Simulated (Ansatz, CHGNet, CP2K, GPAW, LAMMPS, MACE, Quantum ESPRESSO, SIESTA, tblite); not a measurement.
# Running liquid 68SiO2-16Al2O3-8K2O-8MgO (mol %) at 2500 K (81 atoms) with tblite

Wanted: tblite inputs and outputs for liquid 68SiO2-16Al2O3-8K2O-8MgO (mol %) at 2500 K (81 atoms), checked against a plane-wave reference.

Main program and level: tblite 0.8.0; the method is named at each step.

**1. The starting structure**

The cell holds 81 atoms: 17 Si, 8 Al, 4 K, 2 Mg and 50 O. Cell: a = 10.241 Å, b = 10.241 Å, c = 10.241 Å, α = 90.0°, β = 90.0°, γ = 90.0°. 81 atoms (17 Si, 8 Al, 4 K, 2 Mg, 50 O) placed at random at 2.46 g/cm³, melted at 4000 K for 10 ps at fixed volume with the Morse and Coulomb pair potential with partial charges (Pedone, Malavasi, Menziani, Cormack and Segre, J. Phys. Chem. B 110, 11780 (2006)). Snapshot at the end of a hold of 10 ps at 2500 K and zero pressure.

The yardstick, on the same geometry:

```
method                                           : Kohn-Sham DFT, PBE, SSSP efficiency 1.3.0 pseudopotentials, plane waves (Quantum ESPRESSO 7.5); sssp-pbe-1.3.0-efficiency, cutoffs 60/480 Ry, Γ point
r.m.s. force component                           : 3.545 eV/Å
longest force                                    : 19.82 eV/Å
pressure                                         : 9.687 GPa
gap (highest filled to lowest empty level) : 1.604 eV
time                                             : 2.4 min on 4 MPI ranks of Arm Neoverse V2, shared host
CPU time                                         : 9.5 min
```

**2. GFN1-xTB**

Method: GFN1-xTB tight binding, diagonalisation.

The input, run.py:

```python
import numpy as np
from ase.io import read
from tblite.ase import TBLite

atoms = read("structure.xyz")
atoms.calc = TBLite(method="GFN1-xTB", electronic_temperature=580, accuracy=1.0, max_iterations=250, mixer_damping=0.4, verbosity=1)
energy = atoms.get_potential_energy()
forces = atoms.get_forces()
print(f"energy {energy:.6f} eV")
print("forces (eV/A)")
for i, (a, f) in enumerate(zip(atoms, forces)):
    print(f"{i:4d} {a.symbol:2s} {f[0]:10.5f} {f[1]:10.5f} {f[2]:10.5f}")
stress = -atoms.get_stress(voigt=False) * 160.21766
print("stress (GPa, compression positive)")
for row in stress:
    print(" ".join(f"{x:10.4f}" for x in row))
print("charges (e)")
print(np.array2string(atoms.get_charges(), precision=4, suppress_small=True, max_line_width=110, threshold=100000))
```

The input, structure.xyz:

```xyz
81
Lattice="10.24123 0.00000 0.00000 0.00000 10.24123 0.00000 0.00000 0.00000 10.24123" Properties=species:S:1:pos:R:3 pbc="T T T"
Si 0.94322 8.94100 7.38393
Si 1.96724 6.29928 8.72481
Si 1.15623 2.60250 0.58559
Si 4.43189 1.50433 3.55504
Si 2.64961 7.95006 1.25332
Si 1.06673 3.45170 4.06956
Si 5.30946 9.40370 8.85744
Si 6.09794 3.49011 5.42109
Si 0.19182 0.46219 2.58786
Si 5.74144 9.51646 1.66563
Si 8.55921 2.12680 9.13497
Si 9.04188 4.65648 5.51797
Si 6.69735 6.50369 8.05688
Si 4.86663 5.97473 2.64039
Si 3.17150 3.77615 6.59310
Si 6.95195 0.83865 6.90484
Si 8.67811 7.69393 5.86054
Al 2.01425 0.05807 4.66775
Al 3.12296 1.43070 8.62445
Al 0.98603 0.20063 10.05924
Al 4.16388 3.28948 0.60362
Al 7.10700 4.60487 1.17057
Al 9.23063 4.98523 9.56326
Al 2.22993 5.12318 1.76006
Al 7.83823 9.86169 3.70671
K 8.42669 8.61861 9.58251
K 1.91859 6.77529 4.68301
K 9.64611 7.40011 2.44899
K 4.53451 8.20015 5.86382
Mg 9.91597 2.01097 6.08472
Mg 5.89065 3.29727 8.88980
O 0.73276 1.70455 2.11338
O 5.55689 7.71492 8.66234
O 6.40138 5.96398 2.14810
O 1.99847 9.28398 6.14044
O 8.73249 4.98328 0.90092
O 0.69292 10.15459 8.44666
O 6.00279 5.06961 8.23846
O 6.00597 3.47854 0.83067
O 1.13493 1.66942 5.06234
O 4.98215 0.46639 2.44151
O 6.39217 2.40700 6.73719
O 4.42278 6.21356 4.04559
O 2.77496 6.87043 10.13185
O 2.05337 3.86934 0.50008
O 3.17673 2.19193 7.24639
O 1.94204 9.03553 10.14455
O 7.29432 7.24823 6.72449
O 3.82848 9.91822 8.68630
O 9.35004 0.70408 3.40746
O 1.88244 6.92778 2.12843
O 3.50045 2.31442 2.47797
O 3.91512 5.00397 1.80061
O 5.47947 2.42011 4.38192
O 2.65535 5.05487 7.83485
O 9.64007 3.80718 6.74621
[... 21 atom lines left out ...]
O 8.26559 8.60161 4.74579
O 9.79492 8.84105 6.66356
O 1.29552 4.23495 2.77732
O 6.26128 10.09560 7.71103
```

The run is started by

```
$ OMP_NUM_THREADS=1 python run.py > output.txt
```

What it wrote:

```text
------------------------------------------------------------
  cycle        total energy    energy error   density error
------------------------------------------------------------
      1     -263.5788763245  -2.6506482E+02   1.0607531E+00
      2     -131.0976013622   1.3248127E+02   1.1412843E+00
      3     -220.0529637027  -8.8955362E+01   8.2994428E-01
      4     -265.2215381834  -4.5168574E+01   4.2510980E-01
      5     -281.4181575040  -1.6196619E+01   1.9948714E-01
      6     -282.4103869387  -9.9222943E-01   1.5748638E-01
      7     -285.6809379016  -3.2705510E+00   4.0720891E-02
      8     -285.6994940132  -1.8556112E-02   3.3883586E-02
      9     -285.8192326900  -1.1973868E-01   1.5508442E-02
     10     -285.8439697951  -2.4737105E-02   6.4255038E-03
     11     -285.8490600684  -5.0902733E-03   1.5915823E-03
     12     -285.8491095799  -4.9511530E-05   1.0904775E-03
     13     -285.8491249574  -1.5377512E-05   7.5595958E-04
     14     -285.8491467580  -2.1800559E-05   3.4760146E-04
     15     -285.8491545936  -7.8356753E-06   1.9278993E-04
     16     -285.8491581610  -3.5673295E-06   7.2036332E-05
     17     -285.8491583226  -1.6166268E-07   3.4505794E-05
     18     -285.8491584040  -8.1383973E-08   1.7230109E-05
------------------------------------------------------------
 total:                                   3.854 sec
energy -7778.351794 eV
forces (eV/A)
   0 Si    2.74600    0.63969   -0.13005
   1 Si    1.05821   -5.26930    4.10425
   2 Si   -3.08692    0.46691    2.30236
   3 Si   -2.80085   -0.30411   -0.87189
   4 Si   -0.64873    2.12963   -5.72233
   5 Si    4.52904   -4.14991    3.39757
   6 Si   -1.20775   -3.32012   -3.35169
   7 Si   -3.80014   -1.84426    3.26854
   8 Si    8.15096  -11.97236   -7.77826
   9 Si   -7.07039    1.82500   -2.05385
  10 Si    0.50663   -4.87259    4.59926
  11 Si   -1.24195   -1.07657    2.66109
  12 Si   -1.47700   -0.49136    1.96762
  13 Si    1.36643    1.61121   -1.41103
  14 Si  -14.05608   -3.93435    8.45404
  15 Si    3.93127    5.72446   -7.32608
  16 Si    0.04159   -0.02264    4.72588
  17 Al   -0.77822    0.31020    1.87013
  18 Al    0.48395   -3.19524    3.33729
  19 Al   -1.98232   -4.00895    1.57857
  20 Al   -0.13073   -0.20626    3.14147
  21 Al    1.23732    2.10247    0.60794
  22 Al   -1.68966    0.20873   -2.12815
  23 Al   -0.36413    2.15757   -1.48578
[...]
73 O     2.13391    1.45554   -0.58598
  74 O     1.50391    0.07088    1.02680
  75 O    -3.44311    0.25221   -2.92687
  76 O     1.60897    0.94819   -0.37300
  77 O    -0.03917   -0.09554   -4.74799
  78 O    -3.76894   -2.96550   -1.21649
  79 O    -0.03499    1.14527    0.01907
  80 O    -4.83561   -5.95086    4.85572
stress (GPa, compression positive)
   14.2462     0.5935    -1.0175
    0.5935     5.4225    -1.6478
   -1.0175    -1.6478    11.1140
charges (e)
[ 0.7527  0.7398  0.7887  0.744   0.7681  0.7911  0.7548  0.7819  0.7305  0.7719  0.7236  0.757   0.7206
  0.7357  0.7373  0.7356  0.7565  0.9139  0.937   0.9633  0.9022  0.8922  0.9297  0.9586  0.9077 -0.3521
 -0.1955 -0.2977 -0.2212  0.8198  0.8748 -0.3273 -0.3743 -0.4338 -0.4763 -0.5527 -0.4503 -0.5307 -0.5735
 -0.537  -0.3239 -0.3945 -0.4666 -0.3822 -0.4228 -0.4454 -0.4793 -0.3424 -0.4228 -0.4123 -0.4642 -0.4901
 -0.4155 -0.3048 -0.3819 -0.5229 -0.3103 -0.3528 -0.5043 -0.3623 -0.2969 -0.3442 -0.459  -0.4712 -0.3507
 -0.4135 -0.4444 -0.4781 -0.2463 -0.5912 -0.3054 -0.3714 -0.5667 -0.3013 -0.494  -0.3359 -0.4521 -0.4041
 -0.3517 -0.4036 -0.2834]
```

It took 4.4 s on 1 thread of Arm Neoverse V2, shared host; peak memory 0.12 GiB.

Banners, paths, timers and routine set-up lines are dropped from the logs unmarked, and long logs keep their key lines alone; longer cuts are marked.

Compared with the plane-wave run:

* r.m.s. force component: 3.341 eV/Å
* r.m.s. difference of force components: 638.7 meV/Å
* longest difference of force vectors: 2761 meV/Å
* force difference over r.m.s. force: 18.02 %
* slope of forces against the reference's: 0.928
* correlation of force components: 0.9845
* pressure: 10.26 GPa
* pressure difference: 0.5739 GPa

Length of the force difference by element (eV/Å):

```csv
element,atoms,mean,most
Al,8,1.7,2.8
K,4,1.0,1.6
Mg,2,1.1,1.2
O,50,0.74,2.0
Si,17,1.2,2.3
```

A closer look about O50, picked at random: 9 atoms, nearest first, numbered in the order of the input, with positions taken from that point.

| atom | x | y | z | distance (Å) | Mulliken charge (e) | Fx | Fy | Fz (eV/Å) |
| --- | --- | --- | --- | --- | --- | --- | --- | --- |
| O50 | 0.00 | 0.00 | 0.00 | 0.00 | -0.41 | -16.50 | 1.25 | 10.46 |
| Si9 | 1.08 | -0.24 | -0.82 | 1.38 | 0.73 | 8.15 | -11.97 | -7.78 |
| Al25 | -1.51 | -1.08 | 0.30 | 1.88 | 0.91 | 0.80 | 2.20 | 2.00 |
| O32 | 1.62 | 1.00 | -1.29 | 2.30 | -0.33 | 4.98 | 12.09 | -5.27 |
| O63 | 2.19 | -1.22 | -0.15 | 2.52 | -0.46 | 1.46 | -1.91 | 0.95 |
| O59 | 0.88 | -1.19 | -2.22 | 2.66 | -0.50 | -1.90 | 0.69 | -0.66 |
| O40 | 2.03 | 0.97 | 1.65 | 2.79 | -0.54 | -0.29 | 0.02 | -1.65 |
| O64 | -2.07 | -0.35 | 1.98 | 2.88 | -0.47 | -0.59 | 1.01 | -0.73 |
| O78 | -1.08 | -2.34 | 1.34 | 2.91 | -0.40 | -0.04 | -0.10 | -4.75 |

Atoms are counted from 1 here, from 0 in the log.

Forces lie 18 % from the reference's, at 0.0077 times its CPU time (on 1 against 4 cores).

**3. Results**

| Item | Value |
| --- | --- |
| force difference from the reference | tblite GFN1-xTB, 18 % |
| its CPU time | 4.4 s |

**Reading.** Tight binding differs by 18 % (tblite GFN1-xTB); it is another model, with fitted parameters of its own, and the xTB methods hold dispersion. One electronic-structure run takes under half the reference's CPU time: tblite GFN1-xTB, at 18 % in 4.4 s against 9.5 min. Periodic xTB results under one method name differ between programs and library versions. The reference's pressure holds the uncorrected Pulay stress of its 60 Ry basis, so small pressure differences, and their order, may be the reference's own error. The frame stands for 2500 K, but pressures are static and levels are smeared at 580 K. The network of bonds at the start is that of the classical potential that made the cell, and needn't be the one that DFT or experiment would give. The reference's stress is far from hydrostatic: its diagonal is 14.1, 5.0, 10.0 GPa, compression counted positive. The electronic-structure runs sample only Γ, in a cell whose shortest periodic width is 10 Å.

[Also dropped from logs without a mark: logging warnings of Python, and SIESTA's first energy breakdown and zero terms.]

[Logs are printed without paths, hosts, clocks, repeated set-up lines and the standing remarks that a program may print on its own settings, such as how far it seeks lower states.]

[Hosts, paths, dates, database ids (printed as entryN), source tags and the programs' standing remarks are cut or masked in the printed files.]
